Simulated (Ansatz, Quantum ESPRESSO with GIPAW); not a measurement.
# C_Q, η_Q and the second-order shift of 17O in NaPH3NO3

A plane-wave PAW calculation (PBEsol, Ansatz) gives this electric field gradient, in 10²¹ V/m² and Cartesian axes, at one O site of NaPH3NO3 (atom 5; non-bridging on P; 3 neighbours; site symmetry 1):

```
     -3.6064       -2.6394        1.0621
     -2.6394        6.9865       -2.6556
      1.0621       -2.6556       -3.3801
```

17O has spin 5/2, Q = -0.02558 barn and |γ|/2π = 5.7742 MHz/T. The cell is the P6_3 form of a database entry, atoms relaxed, static and at 0 K. The PAW files were made for PBE.

**Task.** Find C_Q, η_Q and ν_Q, and the shift and width of the central transition under fast MAS at 11.7 T and 18.8 T.

1. The tensor is symmetric and traceless. Its eigenvalues, ordered by size, are V_xx = -3.7255, V_yy = -4.5683 and V_zz = 8.2938.

2. η_Q = (V_xx − V_yy)/V_zz = 0.102.

3. C_Q = eQV_zz/h. One unit of 10²¹ V/m² with one barn gives 24.18 MHz, so C_Q = 24.18 × −0.02558 × 8.2938 = -5.130 MHz. A spectrum shows its size, not its sign.

4. ν_Q = 3C_Q/[2I(2I−1)] = 0.769 MHz in size, and P_Q = |C_Q|√(1 + η²/3) = 5.139 MHz.

5. The resonances lie at ν0 = 67.56 and 108.56 MHz, so ν_Q/ν0 is 0.011 at most and second order holds. The centre of gravity moves by δ_Q = −(3/40)(P_Q/ν0)² F × 10⁶ ppm, with F = [I(I+1) − 3/4]/[I²(2I−1)²] = 0.08: -34.7 ppm at 11.7 T and -13.4 ppm at 18.8 T.

6. Summing the second-order term over orientations gives a full width of 76.6 ppm (5.2 kHz) and 29.7 ppm (3.2 kHz). In ppm both fall as 1/B²: (11.7/18.8)² = 0.387. The spinning rate must pass the static width for this shape to show cleanly.

[Banner, clock, file and message-heading lines were taken out of the pw.x and gipaw.x logs.]

[Logs are printed without paths, hosts, clocks, repeated set-up lines and the standing remarks that a program may print on its own settings, such as how far it seeks lower states.]

[Hosts, paths, dates, database ids (printed as entryN), source tags and the programs' standing remarks are cut or masked in the printed files.]
